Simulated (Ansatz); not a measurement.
# Dielectric function and optical constants of BaAg2As2

Aim: the dielectric function of BaAg2As2, and the optical constants that follow from it.

Calculated with Ansatz 0.2.0; DFT, PBE, plane-wave PAW, default files, scalar-relativistic, independent-particle optical response without local fields.

**1. Starting point**

The structure is tetragonal, space group I4/mmm (No. 139). Conventional cell: a = 4.603 Å, b = 4.603 Å, c = 10.867 Å, α = 90.00°, β = 90.00°, γ = 90.00°. Ba has 10 As at 3.49 to 4.18 Å and 8 Ag at 3.56 Å nearest. Nearest to Ag lie 4 As at 2.72 Å and 4 Ag at 3.25 Å and 4 Ba at 3.56 Å. Nearest to As lie 1 As at 2.52 Å and 4 Ag at 2.72 Å and 5 Ba at 3.49 to 4.18 Å. Farther neighbours are not listed.

**2. Ground state and bands**

The self-consistent density comes first; it also tells whether there is a gap, which decides the occupations and the need for a Drude term.

This step: DFT, PBE, plane-wave PAW, default files, scalar-relativistic, ground state (Ansatz 0.2.0).

input.yaml reads:

```yaml
crystal:
  lattice:
    - [-2.30125, 2.30125, 5.4336]
    - [2.30125, -2.30125, 5.4336]
    - [2.30125, 2.30125, -5.4336]
  atoms:
    - { symbol: Ba, position: [0.0, 0.0, 0.0] }
    - { symbol: Ag, position: [0.25, 0.75, 0.5] }
    - { symbol: Ag, position: [0.75, 0.25, 0.5] }
    - { symbol: As, position: [0.6158, 0.6158, 0.0] }
    - { symbol: As, position: [0.3842, 0.3842, 0.0] }
kpoints:
  mp_grid: { grid: [7, 7, 7] }
  band_path:
    path:
      - [[0.0, 0.0, 0.0], [0.0, 0.0, 0.5], [-0.08968551, 0.08968551, 0.5], [-0.29484275, 0.29484275, 0.29484275], [0.0, 0.0, 0.0], [0.5, 0.5, -0.5], [0.29484275, 0.70515725, -0.29484275], [0.0, 0.5, 0.0], [0.25, 0.25, 0.25], [0.5, 0.5, -0.08968551], [0.5, 0.5, -0.5]]
      - [[0.0, 0.0, 0.5], [0.25, 0.25, 0.25]]
    npoints: 4
scf:
  occupations: { method: fermi_dirac, width: 0.05 }
  n_extra_bands: 9
hamiltonian:
  xc: pbe
  pseudopotentials: { kind: paw }
output:
  forces: true
  stress: true
  populations: true
  write_bands: true
```

Launch:

```sh
> ansatz run input.yaml --threads 4 --pin off --max-ram 8192MiB --backend cpu --events-out ev --progress --plain --runs-dir out
```

Numbers of over 12 decimals in the logs are rounded to 6 here.

Output:

```text
scf.n_extra_bands = 9 over 39 filled bands (N_el = 78.0): the run solves 48 bands
Engine: ansatz 0.2.0, x86_64-unknown-linux-gnu
Pseudopotentials: kind: paw
Pseudopotential: Ba, paw, valence charge 10, recommended cutoff 420 eV (normal), Ba.paw.azcp
Pseudopotential: Ag, paw, valence charge 19, recommended cutoff 420 eV (normal), Ag.paw.azcp
Pseudopotential: As, paw, valence charge 15, recommended cutoff 420 eV (normal), As.paw.azcp
Functional definition: PBE
  parameter kappa = 0.804
  parameter beta = 0.066725
  exchange = pbe_x(kappa = kappa, mu = beta*pi^2/3)
  correlation = pbe_c(beta = beta)
Crystal: 5 atoms, lattice volume = 115.100 Å³
Basis set: ecut = 420 eV, 2259 PW (Γ), exchange–correlation on 90×90×90 points (8 copies of the dense FFT grid, shifted against one another)
Bands: 48, of which v1, the nominal top of the filled ones, is band 39 counted from 1 (38 counted from 0)
Symmetry: 16 space group operations
Space group: I4/mmm (ITA 139), of the structure as read, at distance tolerance 4.9e-5 Å
k-points: 40 of 343
Non-local potential: Ba, projectors of the file, l = 0: 3, l = 1: 2, l = 2: 2, l = 3: 2
Non-local potential: Ag, projectors of the file, l = 0: 3, l = 1: 2, l = 2: 2, l = 3: 1
Non-local potential: As, projectors of the file, l = 0: 2, l = 1: 2, l = 2: 3, l = 3: 1
PAW form: soft (Blöchl's): semilocal exchange-correlation on the pseudo side does not see the compensation charge
PAW one-centre angular grid: Ba, 194 points (default); XC on 64 Gauss nodes
PAW one-centre angular grid: Ag, 590 points (default); XC on 64 Gauss nodes
PAW one-centre angular grid: As, 590 points (default); XC on 64 Gauss nodes
Initial density: superposition of atomic densities (neutral atoms: chi_scale 0, normalization atom), corrected by the library's trained network
Initial wavefunctions: pseudopotential atomic-orbital guess
Functional: x = pbe(κ = 0.804, μ = 0.219515), c = pbe(β = 0.066725)
SCF iter   1: F=—  HF=-30845.375206 eV  |F-HF|=—  |Δ(HF+E_count)|=         —  Δρ=2.27e-3  dr2=1.09e-2  ethr=1.77e-3  ⟨swp⟩=7.5  Hψ=7958  notcnv=0  defer=31
preconditioner: auto → Kerker (q_TF=auto, 2.557 Å⁻¹)  [metal: Δε(μ)=0.025 eV  Ē_g=9.737 eV  σ=0.050 eV  W_gap=0.12  n_scr=32 (ndim 8)  ℏωp=21.9 eV  f_vac=0.003  D(μ)=1.94/eV (n_scr^D=10)]
SCF iter   2: F=—  HF=-30845.374574 eV  |F-HF|=—  |Δ(HF+E_count)|=   6.32e-4  Δρ=9.61e-4  dr2=1.33e-3  ethr=1.40e-5  ⟨swp⟩=2.8  Hψ=3706  notcnv=0  defer=66
SCF iter   3: F=—  HF=-30845.374523 eV  |F-HF|=—  |Δ(HF+E_count)|=   5.05e-5  Δρ=4.85e-4  dr2=5.00e-4  ethr=1.70e-6  ⟨swp⟩=1.9  Hψ=2430  notcnv=0  defer=66
SCF iter   4: F=—  HF=-30845.374489 eV  |F-HF|=—  |Δ(HF+E_count)|=   3.45e-5  Δρ=1.45e-4  dr2=4.73e-5  ethr=6.42e-7  ⟨swp⟩=2.0  Hψ=2954  notcnv=0  defer=66
SCF iter   5: F=—  HF=-30845.374506 eV  |F-HF|=—  |Δ(HF+E_count)|=   1.71e-5  Δρ=7.03e-5  dr2=9.45e-6  ethr=6.06e-8  ⟨swp⟩=2.0  Hψ=3150  notcnv=0  defer=66
SCF iter   6: F=—  HF=-30845.374506 eV  |F-HF|=—  |Δ(HF+E_count)|=   1.79e-7  Δρ=2.61e-5  dr2=7.84e-7  ethr=1.21e-8  ⟨swp⟩=2.0  Hψ=3214  notcnv=0  defer=66
SCF iter   7: F=—  HF=-30845.374506 eV  |F-HF|=—  |Δ(HF+E_count)|=   3.84e-8  Δρ=7.83e-6  dr2=1.80e-7  ethr=1.00e-9  ⟨swp⟩=2.0  Hψ=3297  notcnv=0  defer=66
SCF iter   8: F=-30845.374506 eV  HF=-30845.374506 eV  |F-HF|=1.01e-8  |Δ(HF+E_count)|=   2.82e-8  Δρ=2.26e-6  dr2=1.63e-8  ethr=1.28e-10  ⟨swp⟩=10.1  Hψ=9047  notcnv=0
SCF 1 converged in 8 iterations: F = -30845.374506 eV  dr2 = 1.63e-8
  greatest PAW one-centre occupation: 1.000 electrons in one spin orbital (limit 2), on the Ag atom at site 2 (counted from 0), in its partial waves of l = 0
NSCF: frozen V_eff on 46 k-points
SCF converged after 8 iterations
Free energy (F): -30845.374506 eV
Harris-Foulkes:  -30845.374506 eV  (|F-HF|=1.01e-8)
Internal energy: -30845.358226 eV  (E = F + TS)
E sigma→0 (E₀):  -30845.366366 eV
Entropy (-TS):   -0.016280 eV (-3.256 meV/atom)
Fermi energy:    12.827898 eV
--- Per-component energies (eV) ---
  E_band       = -1067.907763
  E_kinetic    = 1431.674218
  E_local      = -10036.072881  (includes V_loc(G=0)·N_el)
  E_nonlocal   = -1123.335734
  E_hartree    = 4911.067151
  E_xc         = -697.866464
  E_vxc        = -766.210789  (∫ρ·V_xc dr)
  E_paw        = -16701.108280  (= ΣΔE_a)
  E_vpaw       = -396.090620  (= ΣTr[D̂ρ^β])
  E_aug_tail   = 0.000634  (compensation charges beyond the density's cutoff)
  E_ewald      = -8629.716871
  E_smearing   = -0.016280  (= −TS)
  E_closure    = 0.000000  (closes the sum)
  Σ components = -30845.374506   (vs F -30845.374506, Δ=0.00e0)
--- Forces (eV/Å), atoms counted from 1 ---
  atom   1  Ba     0.00000000     0.00000000     0.00000000
  atom   2  Ag     0.00000000     0.00000000     0.00000000
  atom   3  Ag     0.00000000     0.00000000     0.00000000
  atom   4  As    -0.00000000     0.00000000     0.23696438
  atom   5  As    -0.00000000     0.00000000    -0.23696438
  max |Σ_I F_I| component: 3.04e-18 eV/Å
--- Stress (GPa, compression-positive) ---
        1.839704       0.000000       0.000000
        0.000000       1.839704       0.000000
        0.000000       0.000000       3.987905
  P = ⅓ Tr σ = 2.5558 GPa (25.558 kbar)
--- Band table (eV; the first three rows and the last of 40) ---
  k-point 0: bands = [... 35 lower, 10.5996, 10.5996, 11.7796, 11.7796, 12.8020, 14.0070, 14.6342, 15.7017, ... 5 higher]
  k-point 1: bands = [... 35 lower, 10.2739, 10.8136, 11.0722, 11.2079, 13.9179, 14.5051, 15.2948, 15.7147, ... 5 higher]
  k-point 2: bands = [... 35 lower, 9.9659, 10.6053, 10.6739, 10.9046, 14.3990, 14.5509, 15.6103, 15.8620, ... 5 higher]
  k-point 39: bands = [... 35 lower, 10.3996, 11.0814, 11.6558, 13.0901, 13.3797, 13.4523, 14.6183, 15.0185, ... 5 higher]
--- Löwdin populations: 5 sites ---
  site symbol       q [e]
     0     Ba      8.3794
     1     Ag     18.5654
     2     Ag     18.5654
     3     As     15.8890
     4     As     15.8890
  spilling = 0.009125 (of n_electrons = 78.000000)
```

Elapsed: 12 s, on 4 threads of Intel Xeon at 2.50GHz (Skylake/Cascade Lake), shared host; peak memory 0.63 GiB.

Reading the cycles: dr2 is the Hartree energy of the density residual (eV), the measure of convergence; HF is the Harris–Foulkes estimate of the energy, which meets the free energy F at convergence.

Numbers from this step:

| Quantity | Value |
| --- | --- |
| free energy | -30845.3745 eV |
| Fermi energy | 12.83 eV |
| electrons | 78 |
| symmetry operations | 16 |
| pressure | 2.556 GPa |
| volume | 115.1 Å³ |
| gap on the path | 0 eV |

There are states at the Fermi level within the smearing, so the occupations stay smeared and the carriers get a Drude term. The cell is left with a pressure of 2.6 GPa and forces up to 0.24 eV/Å, as it stands unrelaxed at this level.

Electronic bands along the path, in eV, zero at the Fermi level; # counts the bands kept:

| point | #14 | #15 | #16 | #17 | #18 | #19 | #20 | #21 |
| --- | --- | --- | --- | --- | --- | --- | --- | --- |
| Γ | -2.23 | -2.23 | -1.05 | -1.05 | -0.03 | 1.18 | 1.81 | 2.87 |
| halfway | -2.81 | -2.14 | -2.04 | -1.90 | 1.74 | 1.97 | 2.52 | 2.55 |
| X | -3.14 | -3.01 | -2.53 | -2.15 | 0.30 | 2.58 | 2.62 | 4.22 |
| halfway | -3.13 | -2.98 | -2.58 | -2.10 | 0.31 | 2.57 | 2.65 | 4.14 |
| Y | -3.12 | -2.89 | -2.67 | -1.95 | 0.34 | 2.56 | 2.64 | 4.01 |
| halfway | -2.69 | -2.57 | -2.34 | -1.10 | 0.75 | 1.77 | 2.25 | 3.17 |
| S | -2.41 | -2.22 | -2.21 | 0.10 | 0.99 | 1.42 | 1.79 | 1.94 |
| halfway | -3.08 | -2.30 | -1.69 | -1.32 | 1.37 | 1.87 | 2.32 | 2.80 |
| Γ | -2.23 | -2.23 | -1.05 | -1.05 | -0.03 | 1.18 | 1.81 | 2.87 |
| halfway | -2.44 | -2.44 | -0.25 | -0.25 | -0.10 | 0.52 | 2.53 | 2.56 |
| Z | -2.51 | -1.73 | -0.93 | -0.15 | 0.65 | 0.65 | 1.22 | 3.02 |
| halfway | -2.37 | -1.79 | -1.42 | 0.55 | 0.56 | 0.58 | 1.78 | 2.33 |
| S1 | -2.41 | -2.22 | -2.21 | 0.10 | 0.99 | 1.42 | 1.79 | 1.94 |
| halfway | -3.26 | -2.18 | -1.61 | -0.08 | 0.34 | 1.48 | 2.09 | 2.69 |
| N | -3.79 | -2.16 | -1.19 | -0.17 | -0.16 | 1.42 | 2.36 | 2.54 |
| halfway | -3.42 | -2.41 | -1.91 | -1.86 | 0.04 | 2.66 | 3.40 | 3.52 |
| P | -3.08 | -3.08 | -2.36 | -2.36 | -0.26 | 3.63 | 3.63 | 3.83 |
| halfway | -3.12 | -3.00 | -2.52 | -2.17 | 0.01 | 2.86 | 3.20 | 4.06 |
| Y1 | -3.12 | -2.89 | -2.67 | -1.95 | 0.34 | 2.56 | 2.64 | 4.01 |
| halfway | -2.92 | -2.05 | -1.73 | -0.52 | 0.81 | 1.56 | 1.67 | 2.80 |
| Z | -2.51 | -1.73 | -0.93 | -0.15 | 0.65 | 0.65 | 1.22 | 3.02 |
| jump to X | -3.14 | -3.01 | -2.53 | -2.15 | 0.30 | 2.58 | 2.62 | 4.22 |
| halfway | -3.12 | -3.03 | -2.48 | -2.22 | -0.01 | 2.86 | 3.18 | 4.27 |
| P | -3.08 | -3.08 | -2.36 | -2.36 | -0.26 | 3.63 | 3.63 | 3.83 |

**3. Spectrum**

With the density converged, the vertical transitions are summed over the zone.

This step: DFT, PBE, plane-wave PAW, default files, scalar-relativistic, independent-particle optical response without local fields (Ansatz 0.2.0).

input.yaml, the sections that differ from step 2:

```yaml
kpoints:
  mp_grid: { grid: [7, 7, 7] }
scf:
  occupations: { method: fermi_dirac, width: 0.05 }
output:
  optics:
    e_range: [0, 14]
    de: 0.05
    sigma: 0.1
    drude_damping: 0.05
    nscf_kmesh: { grid: [8, 8, 8] }
    bands: { spectra_wanted_up_to: 14 }
# crystal, hamiltonian: as in step 2
```

Output:

```text
[...]
Crystal: 5 atoms, lattice volume = 115.100 Å³
Basis set: ecut = 420 eV, 2259 PW (Γ)
Bands: 47, of which v1, the nominal top of the filled ones, is band 39 counted from 1 (38 counted from 0)
[... 1 set-up line as in the run before ...]
[...]
k-points: 40 of 343
[...]
SCF iter   1: F=—  HF=-30845.375351 eV  |F-HF|=—  |Δ(HF+E_count)|=         —  Δρ=2.23e-3  dr2=1.05e-2  ethr=1.77e-3  ⟨swp⟩=7.8  Hψ=7723  notcnv=0  defer=20
[...]
SCF iter  11: F=-30845.374500 eV  HF=-30845.374500 eV  |F-HF|=1.09e-11  |Δ(HF+E_count)|=  2.55e-11  Δρ=5.13e-8  dr2=4.22e-12  ethr=1.00e-12  ⟨swp⟩=9.3  Hψ=7043  notcnv=0
SCF 1 converged in 11 iterations: F = -30845.374500 eV  dr2 = 4.22e-12
[...]
NSCF: frozen V_eff on 59 k-points
output.optics: what the bands over the 84 summed would add to eps1, eps2 and the energy-loss function is held between a lower and an upper bound (8 Lanczos steps). eps1, eps2 and their loss function (loss_summed_bands) are given on every row as the summed bands alone make them. Along an axis, on a row where the two bounds hold the loss function to about 1 % of the greater of itself and 0.5 % of |1/eps|, its cell (loss_completed) is given, with the completed eps1 and eps2 that it is formed of (a cell that is left empty reads nan in the table and null in the record). The two bounds hold it so along every axis on all 280 rows up to 14.000 eV. [rest of the remark cut]
SCF converged after 11 iterations
Free energy (F): -30845.374500 eV
[...]
Internal energy: -30845.358220 eV  (E = F + TS)
E sigma→0 (E₀):  -30845.366360 eV
Entropy (-TS):   -0.016280 eV (-3.256 meV/atom)
Fermi energy:    12.827910 eV
[...]
--- Band table (eV; the first three rows and the last of 40) ---
  k-point 0: bands = [... 35 lower, 10.5996, 10.5996, 11.7797, 11.7797, 12.8019, 14.0070, 14.6342, 15.7017, ... 4 higher]
  k-point 1: bands = [... 35 lower, 10.2739, 10.8136, 11.0722, 11.2079, 13.9179, 14.5051, 15.2948, 15.7147, ... 4 higher]
  k-point 2: bands = [... 35 lower, 9.9660, 10.6054, 10.6739, 10.9047, 14.3990, 14.5509, 15.6102, 15.8620, ... 4 higher]
  k-point 39: bands = [... 35 lower, 10.3996, 11.0814, 11.6558, 13.0901, 13.3798, 13.4523, 14.6183, 15.0185, ... 4 higher]
```

It took 4.6 min on 4 threads; peak memory 2.5 GiB.

Numbers from this step:

```
main peak of the optical conductivity above 1 eV, first axis : 4.406 eV
Drude plasma energy, first axis                              : 2.510 eV
bands summed                                                 : 84
spectra valid up to                                          : 20.72 eV
program's estimate of the k-sum error in Im epsilon          : 0.14 %
electrons in the f-sum                                       : 32.84
```

The Im ε by photon energy; read off at these points:

| photon energy (eV) | E ∥ x or y | E ∥ z |
| --- | --- | --- |
| 0.50 | 10.6 | 49.2 |
| 1.00 | 6.13 | 38.2 |
| 1.50 | 8.45 | 27.2 |
| 2.00 | 10.2 | 14.8 |
| 2.50 | 11.0 | 9.01 |
| 3.00 | 14.1 | 12.5 |
| 3.15 | 14.3 | 11.3 |
| 3.50 | 11.5 | 7.47 |
| 4.00 | 11.0 | 7.59 |
| 4.50 | 11.1 | 6.44 |
| 5.00 | 7.66 | 6.72 |
| 5.50 | 7.28 | 7.01 |
| 6.00 | 5.83 | 6.24 |
| 6.50 | 5.55 | 5.02 |
| 7.00 | 4.55 | 4.10 |
| 7.50 | 4.02 | 3.75 |
| 8.00 | 3.56 | 2.78 |
| 8.50 | 2.83 | 2.55 |
| 9.00 | 2.30 | 2.15 |
| 9.50 | 2.06 | 1.72 |
| 10.00 | 1.76 | 1.46 |
| 10.50 | 1.51 | 1.37 |
| 11.00 | 1.30 | 1.28 |
| 11.50 | 1.12 | 0.957 |
| 12.00 | 1.09 | 1.07 |
| 12.50 | 0.939 | 0.896 |
| 13.00 | 1.05 | 0.814 |
| 13.50 | 1.08 | 1.59 |
| 14.00 | 0.907 | 1.15 |

The Re ε by photon energy:

| photon energy (eV) | E ∥ x or y | E ∥ z |
| --- | --- | --- |
| 0.5 | -12.2 | -7.27 |
| 1.0 | 8.30 | 2.92 |
| 1.5 | 13.3 | -8.48 |
| 2.0 | 9.76 | -6.70 |
| 2.5 | 9.68 | -0.708 |
| 3.0 | 7.28 | -0.536 |
| 3.5 | 2.67 | -1.80 |
| 4.0 | 2.70 | -0.228 |
| 4.5 | -0.572 | -0.441 |
| 5.0 | -1.34 | 0.366 |
| 5.5 | -0.632 | -0.0680 |
| 6.0 | -1.68 | -1.63 |
| 6.5 | -1.20 | -2.07 |
| 7.0 | -1.64 | -1.84 |
| 7.5 | -1.10 | -1.47 |
| 8.0 | -1.68 | -1.95 |
| 8.5 | -1.30 | -1.10 |
| 9.0 | -1.06 | -1.26 |
| 9.5 | -0.922 | -1.01 |
| 10.0 | -0.755 | -0.670 |
| 10.5 | -0.557 | -0.340 |
| 11.0 | -0.385 | -0.241 |
| 11.5 | -0.110 | -0.156 |
| 12.0 | 3.2e-4 | 0.157 |
| 12.5 | 0.263 | 0.252 |
| 13.0 | 0.458 | 0.717 |
| 13.5 | 0.444 | 0.874 |
| 14.0 | 0.547 | 0.427 |

Table of reflectivity at normal incidence by photon energy; read off at these points:

| photon energy (eV) | E ∥ x or y (%) | E ∥ z (%) |
| --- | --- | --- |
| 0.500 | 71.8 | 69.3 |
| 0.750 | 29.7 | 64.9 |
| 1.000 | 30.0 | 62.5 |
| 1.250 | 33.1 | 64.3 |
| 1.500 | 37.5 | 64.7 |
| 1.750 | 38.5 | 62.2 |
| 2.000 | 37.3 | 59.6 |
| 2.250 | 37.2 | 53.6 |
| 2.500 | 38.3 | 42.2 |
| 2.750 | 39.8 | 41.1 |
| 3.000 | 42.5 | 46.9 |
| 3.250 | 43.8 | 49.1 |
| 3.500 | 40.8 | 43.4 |
| 3.750 | 39.3 | 38.0 |
| 4.000 | 40.0 | 38.3 |
| 4.250 | 42.4 | 38.8 |
| 4.500 | 45.0 | 36.5 |
| 4.550 | 45.2 | 35.9 |
| 4.750 | 44.2 | 33.8 |
| 5.000 | 42.0 | 34.5 |
| 5.250 | 38.4 | 35.1 |
| 5.500 | 38.9 | 36.5 |
| 5.750 | 41.8 | 40.4 |
| 5.850 | 42.3 | 40.9 |
| 6.000 | 40.9 | 41.1 |
| 6.250 | 37.0 | 41.7 |
| 6.500 | 38.1 | 42.6 |
| 6.750 | 40.7 | 41.5 |
| 6.800 | 40.7 | 41.4 |
| 7.000 | 39.5 | 40.9 |
| 7.250 | 37.4 | 38.4 |
| 7.500 | 35.2 | 37.9 |
| 7.750 | 38.2 | 40.9 |
| 8.000 | 39.8 | 44.2 |
| 8.200 | 40.7 | 39.6 |
| 8.250 | 40.3 | 38.3 |
| 8.500 | 36.7 | 34.7 |
| 8.750 | 37.3 | 36.5 |
| 9.000 | 34.6 | 38.0 |
| 9.250 | 34.0 | 36.5 |
| 9.500 | 33.2 | 36.2 |
| 9.750 | 32.4 | 33.9 |
| 10.000 | 31.4 | 31.1 |
| 10.250 | 30.3 | 28.6 |
| 10.500 | 28.6 | 24.5 |
| 10.750 | 26.8 | 24.5 |
| 11.000 | 25.7 | 22.5 |
| 11.250 | 23.4 | 24.1 |
| 11.500 | 19.7 | 21.4 |
| 11.750 | 17.2 | 14.6 |
| 12.000 | 17.2 | 13.9 |
| 12.250 | 13.9 | 11.9 |
| 12.500 | 11.3 | 11.3 |
| 12.750 | 9.04 | 7.54 |
| 13.000 | 9.00 | 4.68 |
| 13.250 | 8.75 | 4.35 |
| 13.500 | 9.38 | 9.68 |
| 13.750 | 8.32 | 11.8 |
| 14.000 | 6.93 | 10.1 |

Refractive index n and extinction k against photon energy:

| photon energy (eV) | n, E ∥ x or y | k, E ∥ x or y | n, E ∥ z | k, E ∥ z |
| --- | --- | --- | --- | --- |
| 0.5 | 1.41 | 3.76 | 4.61 | 5.34 |
| 1.0 | 3.05 | 1.01 | 4.54 | 4.21 |
| 1.5 | 3.81 | 1.11 | 3.17 | 4.30 |
| 2.0 | 3.46 | 1.48 | 2.18 | 3.39 |
| 2.5 | 3.49 | 1.57 | 2.04 | 2.21 |
| 3.0 | 3.40 | 2.07 | 2.45 | 2.56 |
| 3.5 | 2.69 | 2.14 | 1.72 | 2.18 |
| 4.0 | 2.65 | 2.08 | 1.92 | 1.98 |
| 4.5 | 2.30 | 2.42 | 1.73 | 1.86 |
| 5.0 | 1.79 | 2.14 | 1.88 | 1.78 |
| 5.5 | 1.83 | 1.99 | 1.86 | 1.88 |
| 6.0 | 1.48 | 1.97 | 1.55 | 2.01 |
| 6.5 | 1.50 | 1.85 | 1.30 | 1.94 |
| 7.0 | 1.26 | 1.80 | 1.15 | 1.78 |
| 7.5 | 1.24 | 1.62 | 1.13 | 1.66 |
| 8.0 | 1.06 | 1.67 | 0.850 | 1.63 |
| 8.5 | 0.953 | 1.49 | 0.914 | 1.39 |
| 9.0 | 0.858 | 1.34 | 0.785 | 1.37 |
| 9.5 | 0.818 | 1.26 | 0.701 | 1.23 |
| 10.0 | 0.762 | 1.16 | 0.684 | 1.07 |
| 10.5 | 0.724 | 1.04 | 0.732 | 0.936 |
| 11.0 | 0.697 | 0.933 | 0.730 | 0.880 |
| 11.5 | 0.712 | 0.786 | 0.638 | 0.750 |
| 12.0 | 0.738 | 0.738 | 0.787 | 0.680 |
| 12.5 | 0.787 | 0.597 | 0.769 | 0.583 |
| 13.0 | 0.895 | 0.586 | 0.949 | 0.429 |
| 13.5 | 0.897 | 0.601 | 1.16 | 0.687 |
| 14.0 | 0.896 | 0.506 | 0.909 | 0.633 |

Values under 1 per cm are given as 1. Absorption coefficient against photon energy:

| photon energy (eV) | E ∥ x or y (1/cm) | E ∥ z (1/cm) |
| --- | --- | --- |
| 0.500 | 1.9e5 | 2.7e5 |
| 1.000 | 1.0e5 | 4.3e5 |
| 1.500 | 1.7e5 | 6.5e5 |
| 2.000 | 3.0e5 | 6.9e5 |
| 2.500 | 4.0e5 | 5.6e5 |
| 3.000 | 6.3e5 | 7.8e5 |
| 3.500 | 7.6e5 | 7.7e5 |
| 4.000 | 8.4e5 | 8.0e5 |
| 4.500 | 1.1e6 | 8.5e5 |
| 5.000 | 1.1e6 | 9.0e5 |
| 5.500 | 1.1e6 | 1.0e6 |
| 6.000 | 1.2e6 | 1.2e6 |
| 6.500 | 1.2e6 | 1.3e6 |
| 7.000 | 1.3e6 | 1.3e6 |
| 7.500 | 1.2e6 | 1.3e6 |
| 8.000 | 1.4e6 | 1.3e6 |
| 8.500 | 1.3e6 | 1.2e6 |
| 9.000 | 1.2e6 | 1.3e6 |
| 9.500 | 1.2e6 | 1.2e6 |
| 10.000 | 1.2e6 | 1.1e6 |
| 10.500 | 1.1e6 | 1.0e6 |
| 11.000 | 1.0e6 | 9.8e5 |
| 11.500 | 9.2e5 | 8.7e5 |
| 12.000 | 9.0e5 | 8.3e5 |
| 12.500 | 7.6e5 | 7.4e5 |
| 13.000 | 7.7e5 | 5.6e5 |
| 13.500 | 8.2e5 | 9.4e5 |
| 14.000 | 7.2e5 | 9.0e5 |

From ε follow the optical constants at some laser and lamp lines:

| wavelength (nm) | n xy | k xy | R (%) xy | 1/α xy | n z | k z | R (%) z | 1/α z |
| --- | --- | --- | --- | --- | --- | --- | --- | --- |
| 1550 | 2.39 | 1.316 | 27.7 | 94 nm | 4.70 | 4.494 | 64.3 | 27 nm |
| 800 | 3.85 | 1.246 | 38.6 | 51 nm | 3.01 | 4.210 | 64.4 | 15 nm |
| 633 | 3.47 | 1.483 | 37.4 | 34 nm | 2.25 | 3.460 | 60.1 | 15 nm |
| 532 | 3.45 | 1.500 | 37.4 | 28 nm | 1.88 | 2.599 | 50.0 | 16 nm |
| 450 | 3.48 | 1.748 | 39.8 | 20 nm | 2.46 | 2.181 | 41.2 | 16 nm |
| 308 | 2.65 | 2.090 | 40.1 | 12 nm | 1.91 | 1.981 | 38.3 | 12 nm |
| 193 | 1.52 | 1.833 | 37.4 | 8.4 nm | 1.34 | 1.958 | 42.4 | 7.8 nm |

In reflection the computed colour is light grey: x = 0.322, y = 0.333, luminous reflectivity 43 %.

**4. What came out**

```json
{
  "gap on the path": "0 eV",
  "main peak of the optical conductivity above 1 eV, first axis": "4.41 eV",
  "Drude plasma energy, first axis": "2.51 eV"
}
```

**Reading.** At this level (PBE, independent particles) BaAg2As2 is a metal with a Drude plasma energy of 2.5 eV along x, 2.5 eV along y and 3.4 eV along z; it reflects 37 % at 550 nm for E ∥ x. Along x the bare Drude plasma energy is 2.5 eV; Re ε first rises through zero at 0.69 eV, far lower, because interband transitions screen the carriers. Im ε is 7.1 there, so the loss peak at that energy is weak. In reflection the computed colour is light grey: x = 0.322, y = 0.333, luminous reflectivity 43 %. In the base run ε includes the program's bounded estimate of what the bands above those summed add. The carriers' damping of 0.05 eV is typed, not computed; at 0.8 eV the carriers give 10 % of Im ε along the first axis; the rest comes from the sum over bands, which at low energy also holds close bands and the noise of the mesh. Spin-orbit coupling is left out although heavy atoms are present. The Fermi-Dirac width of 0.05 eV acts as an electron temperature of 580 K in the carriers' term.

[Logs are printed without paths, hosts, clocks, repeated set-up lines and the standing remarks that a program may print on its own settings, such as how far it seeks lower states.]

[Hosts, paths, dates, database ids (printed as entryN), source tags and the programs' standing remarks are cut or masked in the printed files.]
